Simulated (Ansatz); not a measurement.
# Elastic response of random rock-salt alloy of NbC and TiC (64 atoms), part 2 of 3

How stiff is random rock-salt alloy of NbC and TiC (64 atoms)?

Ansatz 0.2.0; Kohn-Sham DFT, PBE, PAW (set soft_1), plane waves.

So far. Step 2 (Single point at the start): The r.m.s. force at the start is 0.39 eV/Å. Step 3 (Cell and atoms relaxed): The relaxation converged after 3 steps, with a largest force component of 0.017 eV/Å.

### 5. Volume -3 %

The relaxed cell is scaled evenly and the atoms are relaxed again; the stress at the end gives one point of P(V).

File input.yaml:

```yaml
crystal:
  lattice:
    - [8.61864, 0.00018, 0.00105]
    - [0.00018, 8.61273, -0.00019]
    - [0.00105, -0.00019, 8.61811]
  atoms:
    [... the 64 atom lines of step 4 ...]
kpoints:
  mp_grid: { grid: [2, 2, 2] }
hamiltonian:
  xc: pbe
  pseudopotentials: { kind: paw, azcp: { folder: soft_1 } }
scf:
  occupations: { method: gaussian, width: 0.05 }
output:
  forces: true
  eigenvalues: true
  stress: true
relax:
  f_tol: 0.05
  max_steps: 70
```

The run is started by

```bash
$ ansatz run input.yaml --threads 8 --pin off --max-ram 15872MiB --backend cpu --events-out ev --progress --plain --runs-dir out
```

Numbers of over 12 decimals in the logs are rounded to 6 here.

Output:

```text
Warning: output.stress: scf.convergence.dr2_threshold = 1e-7 eV (the SCF's general default) is looser than the 6.4e-9 eV advised for a printed stress (1e-10 eV for each atom of the cell: 64). What an SCF threshold leaves in a stress goes as its square root, and in the free energy as the threshold itself, and one threshold admits the most on a small cell: [...]
[...]
Crystal: 64 atoms, lattice volume = 639.722 Å³
Basis set: ecut = 420 eV, 12533 PW (Γ), exchange–correlation on 120×120×120 points (8 copies of the dense FFT grid, shifted against one another)
Bands: 322, of which v1, the nominal top of the filled ones, is band 258 counted from 1 (257 counted from 0)
Symmetry: 1 space group operations
[...]
k-points: 8
[...]
SCF iter   1: F=—  HF=-96326.209622 eV  |F-HF|=—  |Δ(HF+E_count)|=         —  Δρ=1.50e-1  dr2=2.05e2  ethr=3.10e-3  ⟨swp⟩=4.0  Hψ=7736  notcnv=0
[...]
SCF iter   6: F=—  HF=-96282.924571 eV  |F-HF|=—  |Δ(HF+E_count)|=   7.17e-5  Δρ=8.25e-5  dr2=6.64e-5  ethr=5.54e-7  ⟨swp⟩=2.0  Hψ=3309  notcnv=0  defer=402
SCF iter   7: F=-96282.924560 eV  HF=-96282.924567 eV  |F-HF|=7.08e-6  |Δ(HF+E_count)|=   3.46e-6  Δρ=3.00e-5  dr2=9.46e-6  ethr=1.21e-8  ⟨swp⟩=12.4  Hψ=11930  notcnv=0
SCF 1 converged in 7 iterations: F = -96282.924560 eV  dr2 = 9.46e-6
[...]
relax step   1: F+E_penalty+E_count = -96282.92456004 eV  Δ(F+E_penalty+E_count) = +0.000e0 eV  max|allowed force component| = 7.622e-2 eV/Å  Δτ_max = 0.0000 Å  (7 SCF iters, dr2 threshold 6.25e-5 eV, accepted)
[...]
SCF iter   1: F=—  HF=-96282.927079 eV  |F-HF|=—  |Δ(HF+E_count)|=         —  Δρ=2.78e-4  dr2=1.08e-3  ethr=2.06e-7  ⟨swp⟩=2.0  Hψ=6645  notcnv=0
[...]
SCF iter   5: F=-96282.926630 eV  HF=-96282.926630 eV  |F-HF|=2.76e-8  |Δ(HF+E_count)|=   7.23e-8  Δρ=2.42e-6  dr2=3.91e-8  ethr=6.95e-11  ⟨swp⟩=2.0  Hψ=3217  notcnv=0
SCF iter   6: F=-96282.926630 eV  HF=-96282.926630 eV  |F-HF|=1.46e-11  |Δ(HF+E_count)|=   4.57e-9  Δρ=4.17e-7  dr2=7.50e-10  ethr=7.58e-12  ⟨swp⟩=5.8  Hψ=8140  notcnv=0
SCF 2 converged in 6 iterations: F = -96282.926630 eV  dr2 = 7.50e-10
relax step   2: F+E_penalty+E_count = -96282.92663007 eV  Δ(F+E_penalty+E_count) = -2.070e-3 eV  max|allowed force component| = 1.484e-2 eV/Å  Δτ_max = 0.0043 Å  (6 SCF iters, accepted)
SCF converged after 6 iterations
Free energy (F): -96282.926630 eV
[...]
Internal energy: -96282.914784 eV  (E = F + TS)
E sigma→0 (E₀):  -96282.920707 eV
Entropy (-TS):   -0.011846 eV (-0.185 meV/atom)
Fermi energy:    15.705650 eV
[...]
Σ components = -96282.926630   (vs F -96282.926630, Δ=0.00e0)
--- Forces (eV/Å), atoms counted from 1 ---
  atom   1  Ti    -0.00386045     0.00238946    -0.00411237
  atom   2  C     -0.00314397    -0.00387466    -0.00059190
  atom   3  Ti     0.00626882    -0.00167616     0.00092062
  atom   4  C     -0.00420769    -0.00318409     0.00069650
[...]
atom  64  C      0.00450677    -0.00317654    -0.00854478
  max |Σ_I F_I| component: 7.24e-6 eV/Å
--- Stress (GPa, compression-positive) ---
        8.365440      -0.008862       0.027415
       -0.008862       8.358543       0.008535
        0.027415       0.008535       8.394650
  P = ⅓ Tr σ = 8.3729 GPa (83.729 kbar)
--- Band table (eV; the first three rows and the last of 8) ---
[...]
--- Relaxed structure (2 steps of the walk, 2 accepted, 0 SCFs on fresh bases) ---
  F+E_penalty+E_count = -96282.92663007 eV   max|allowed force component| = 1.484e-2 eV/Å
  atoms:
    - { symbol: Ti, position: [0.00119627, 0.999370, 0.998963] }
    - { symbol: C, position: [0.250316, 0.999705, 0.999715] }
    - { symbol: Ti, position: [0.000184943, 0.250400, 0.249771] }
    - { symbol: C, position: [0.250130, 0.250415, 0.247328] }
[...]
- { symbol: C, position: [0.500321, 0.750399, 0.499870] }
```

Elapsed: 15 s, on 8 threads of AMD EPYC 9B45 (Zen 5), shared host; peak memory 7.5 GiB; 1.9 min of CPU time.

The program notes that the SCF threshold is loose for the stress.

The relaxation converged after 2 steps, 0.00207 eV below its start, with a largest force component of 0.015 eV/Å.

Volume -3 %: the energy stands 0.504 eV above that of the reference, at a pressure of 8.37 GPa.

### 6. Volume +3 %

The relaxed cell is scaled to another volume.

Input and log are left out; they have the form of those shown for this kind of step.

It took 18 s on 8 threads of AMD EPYC 9B45 (Zen 5), shared host; peak memory 7.8 GiB.

The relaxation converged after 2 steps, 0.00157 eV below its start, with a largest force component of 0.015 eV/Å.

Volume +3 %: the energy stands 0.455 eV above that of the reference, at a pressure of -7.19 GPa.

### 7. Volume -6 %

The relaxed cell is scaled to another volume.

input.yaml, the sections that differ from step 5:

```yaml
crystal:
  lattice:
    - [8.52885, 0.00018, 0.00104]
    - [0.00018, 8.52301, -0.00019]
    - [0.00104, -0.00019, 8.52834]
  atoms:
    [... the 64 atom lines of step 4 ...]
# kpoints, hamiltonian, scf, output, relax: as in step 5
```

Output:

```text
[...]
Crystal: 64 atoms, lattice volume = 619.938 Å³
Basis set: ecut = 420 eV, 12109 PW (Γ), exchange–correlation on 120×120×120 points (8 copies of the dense FFT grid, shifted against one another)
Bands: 322, of which v1, the nominal top of the filled ones, is band 258 counted from 1 (257 counted from 0)
Symmetry: 1 space group operations
[...]
k-points: 8
[...]
SCF iter   1: F=—  HF=-96325.277574 eV  |F-HF|=—  |Δ(HF+E_count)|=         —  Δρ=1.53e-1  dr2=2.04e2  ethr=3.10e-3  ⟨swp⟩=4.0  Hψ=7788  notcnv=0  defer=1
[...]
SCF iter   5: F=—  HF=-96281.301832 eV  |F-HF|=—  |Δ(HF+E_count)|=   1.50e-4  Δρ=5.62e-4  dr2=2.21e-3  ethr=7.98e-6  ⟨swp⟩=2.0  Hψ=3128  notcnv=0  defer=402
SCF iter   6: F=-96281.301905 eV  HF=-96281.301928 eV  |F-HF|=2.29e-5  |Δ(HF+E_count)|=   9.63e-5  Δρ=8.70e-5  dr2=4.69e-5  ethr=1.21e-8  ⟨swp⟩=12.8  Hψ=14043  notcnv=0
SCF 1 converged in 6 iterations: F = -96281.301905 eV  dr2 = 4.69e-5
[...]
relax step   1: F+E_penalty+E_count = -96281.30190511 eV  Δ(F+E_penalty+E_count) = +0.000e0 eV  max|allowed force component| = 1.438e-1 eV/Å  Δτ_max = 0.0000 Å  (6 SCF iters, dr2 threshold 6.25e-5 eV, accepted)
[...]
SCF iter   1: F=—  HF=-96281.311341 eV  |F-HF|=—  |Δ(HF+E_count)|=         —  Δρ=5.31e-4  dr2=4.05e-3  ethr=7.70e-7  ⟨swp⟩=2.0  Hψ=6638  notcnv=0  defer=7
[...]
SCF iter   5: F=-96281.309956 eV  HF=-96281.309956 eV  |F-HF|=1.45e-8  |Δ(HF+E_count)|=   5.45e-8  Δρ=2.19e-6  dr2=2.87e-8  ethr=1.30e-10  ⟨swp⟩=2.0  Hψ=3129  notcnv=0  defer=7
SCF iter   6: F=-96281.309956 eV  HF=-96281.309956 eV  |F-HF|=1.02e-10  |Δ(HF+E_count)|=   2.37e-9  Δρ=5.33e-7  dr2=1.16e-9  ethr=5.56e-12  ⟨swp⟩=6.2  Hψ=8407  notcnv=0
SCF 2 converged in 6 iterations: F = -96281.309956 eV  dr2 = 1.16e-9
relax step   2: F+E_penalty+E_count = -96281.30995566 eV  Δ(F+E_penalty+E_count) = -8.051e-3 eV  max|allowed force component| = 1.931e-2 eV/Å  Δτ_max = 0.0070 Å  (6 SCF iters, accepted)
SCF converged after 6 iterations
Free energy (F): -96281.309956 eV
[...]
Internal energy: -96281.297602 eV  (E = F + TS)
E sigma→0 (E₀):  -96281.303779 eV
Entropy (-TS):   -0.012353 eV (-0.193 meV/atom)
Fermi energy:    16.262679 eV
[...]
Σ components = -96281.309956   (vs F -96281.309956, Δ=0.00e0)
--- Forces (eV/Å), atoms counted from 1 ---
  atom   1  Ti    -0.00398631     0.00610887    -0.00324155
  atom   2  C     -0.00239971    -0.00582419    -0.00088104
  atom   3  Ti     0.00662256    -0.00158426     0.00058028
  atom   4  C     -0.00432358    -0.00292115    -0.00547369
[...]
atom  64  C      0.00712754    -0.00361127    -0.00915565
  max |Σ_I F_I| component: 4.73e-6 eV/Å
--- Stress (GPa, compression-positive) ---
       18.127823      -0.009066       0.029359
       -0.009066      17.997722       0.008674
        0.029359       0.008674      18.160479
  P = ⅓ Tr σ = 18.0953 GPa (180.953 kbar)
--- Band table (eV; the first three rows and the last of 8) ---
[...]
--- Relaxed structure (2 steps of the walk, 2 accepted, 0 SCFs on fresh bases) ---
  F+E_penalty+E_count = -96281.30995566 eV   max|allowed force component| = 1.931e-2 eV/Å
  atoms:
    - { symbol: Ti, position: [0.00119785, 0.999416, 0.998956] }
    - { symbol: C, position: [0.250322, 0.999743, 0.999705] }
    - { symbol: Ti, position: [0.000188364, 0.250396, 0.249775] }
    - { symbol: C, position: [0.250140, 0.250409, 0.247054] }
[...]
- { symbol: C, position: [0.500307, 0.750400, 0.499862] }
```

Wall time 14 s (8 threads); peak memory 7.3 GiB.

The relaxation converged after 2 steps, 0.00805 eV below its start, with a largest force component of 0.019 eV/Å.

Volume -6 %: the energy stands 2.12 eV above that of the reference, at a pressure of 18.1 GPa.

### 8. Volume +6 %

The relaxed cell is scaled to another volume.

input.yaml, the sections that differ from step 7:

```yaml
crystal:
  lattice:
    - [8.87735, 0.00018, 0.00108]
    - [0.00018, 8.87126, -0.00019]
    - [0.00108, -0.00019, 8.87681]
  atoms:
    [... the 64 atom lines of step 4 ...]
# kpoints, hamiltonian, scf, output, relax: as in step 7
```

Output:

```text
[...]
Crystal: 64 atoms, lattice volume = 699.078 Å³
Basis set: ecut = 420 eV, 13613 PW (Γ), exchange–correlation on 120×120×120 points (8 copies of the dense FFT grid, shifted against one another)
Bands: 322, of which v1, the nominal top of the filled ones, is band 258 counted from 1 (257 counted from 0)
Symmetry: 1 space group operations
[...]
k-points: 8
[...]
SCF iter   1: F=—  HF=-96322.917851 eV  |F-HF|=—  |Δ(HF+E_count)|=         —  Δρ=1.41e-1  dr2=2.06e2  ethr=3.10e-3  ⟨swp⟩=4.0  Hψ=7858  notcnv=0
[...]
SCF iter   6: F=—  HF=-96281.690666 eV  |F-HF|=—  |Δ(HF+E_count)|=   6.73e-4  Δρ=1.18e-4  dr2=1.34e-4  ethr=9.67e-7  ⟨swp⟩=2.0  Hψ=3404  notcnv=0  defer=402
SCF iter   7: F=-96281.690640 eV  HF=-96281.690658 eV  |F-HF|=1.83e-5  |Δ(HF+E_count)|=   7.70e-6  Δρ=4.28e-5  dr2=2.47e-5  ethr=1.21e-8  ⟨swp⟩=11.6  Hψ=13089  notcnv=0
SCF 1 converged in 7 iterations: F = -96281.690640 eV  dr2 = 2.47e-5
[...]
relax step   1: F+E_penalty+E_count = -96281.69063999 eV  Δ(F+E_penalty+E_count) = +0.000e0 eV  max|allowed force component| = 1.146e-1 eV/Å  Δτ_max = 0.0000 Å  (7 SCF iters, dr2 threshold 6.25e-5 eV, accepted)
[...]
SCF iter   1: F=—  HF=-96281.696829 eV  |F-HF|=—  |Δ(HF+E_count)|=         —  Δρ=5.10e-4  dr2=4.65e-3  ethr=8.70e-7  ⟨swp⟩=2.0  Hψ=6670  notcnv=0  defer=15
[...]
SCF iter   5: F=-96281.696685 eV  HF=-96281.696685 eV  |F-HF|=2.15e-9  |Δ(HF+E_count)|=   2.72e-7  Δρ=4.59e-6  dr2=9.32e-8  ethr=4.93e-10  ⟨swp⟩=2.0  Hψ=3099  notcnv=0  defer=15
SCF iter   6: F=-96281.696685 eV  HF=-96281.696685 eV  |F-HF|=2.53e-9  |Δ(HF+E_count)|=   1.22e-8  Δρ=8.75e-7  dr2=5.69e-9  ethr=1.81e-11  ⟨swp⟩=6.9  Hψ=9837  notcnv=0
SCF 2 converged in 6 iterations: F = -96281.696685 eV  dr2 = 5.69e-9
relax step   2: F+E_penalty+E_count = -96281.69668546 eV  Δ(F+E_penalty+E_count) = -6.045e-3 eV  max|allowed force component| = 1.698e-2 eV/Å  Δτ_max = 0.0074 Å  (6 SCF iters, accepted)
SCF converged after 6 iterations
Free energy (F): -96281.696685 eV
[...]
Internal energy: -96281.685154 eV  (E = F + TS)
E sigma→0 (E₀):  -96281.690920 eV
Entropy (-TS):   -0.011531 eV (-0.180 meV/atom)
Fermi energy:    14.217534 eV
[...]
Σ components = -96281.696685   (vs F -96281.696685, Δ=0.00e0)
--- Forces (eV/Å), atoms counted from 1 ---
  atom   1  Ti    -0.00740682    -0.00798177    -0.00230466
  atom   2  C     -0.00419047     0.00149570    -0.00083537
  atom   3  Ti     0.00552634    -0.00190342     0.00193784
  atom   4  C     -0.00363381    -0.00389502    -0.00387722
[...]
atom  64  C     -0.00477707    -0.00209631    -0.00687689
  max |Σ_I F_I| component: 5.59e-6 eV/Å
--- Stress (GPa, compression-positive) ---
      -13.350718      -0.007783       0.007398
       -0.007783     -13.386389       0.007536
        0.007398       0.007536     -13.331512
  P = ⅓ Tr σ = -13.3562 GPa (-133.562 kbar)
--- Band table (eV; the first three rows and the last of 8) ---
[...]
--- Relaxed structure (2 steps of the walk, 2 accepted, 0 SCFs on fresh bases) ---
  F+E_penalty+E_count = -96281.69668546 eV   max|allowed force component| = 1.698e-2 eV/Å
  atoms:
    - { symbol: Ti, position: [0.00117708, 0.999196, 0.998985] }
    - { symbol: C, position: [0.250289, 0.999566, 0.999759] }
    - { symbol: Ti, position: [0.000174113, 0.250413, 0.249756] }
    - { symbol: C, position: [0.250101, 0.250435, 0.248261] }
[...]
- { symbol: C, position: [0.500374, 0.750397, 0.499893] }
```

The job ended after 18 s (8 threads; peak memory 8 GiB; 2.1 min of CPU time).

The relaxation converged after 2 steps, 0.00605 eV below its start, with a largest force component of 0.017 eV/Å.

Volume +6 %: the energy stands 1.73 eV above that of the reference, at a pressure of -13.4 GPa.

[end of part 2 of 3]

[Logs are printed without paths, hosts, clocks, repeated set-up lines and the standing remarks that a program may print on its own settings, such as how far it seeks lower states.]

[Hosts, paths, dates, database ids (printed as entryN), source tags and the programs' standing remarks are cut or masked in the printed files.]
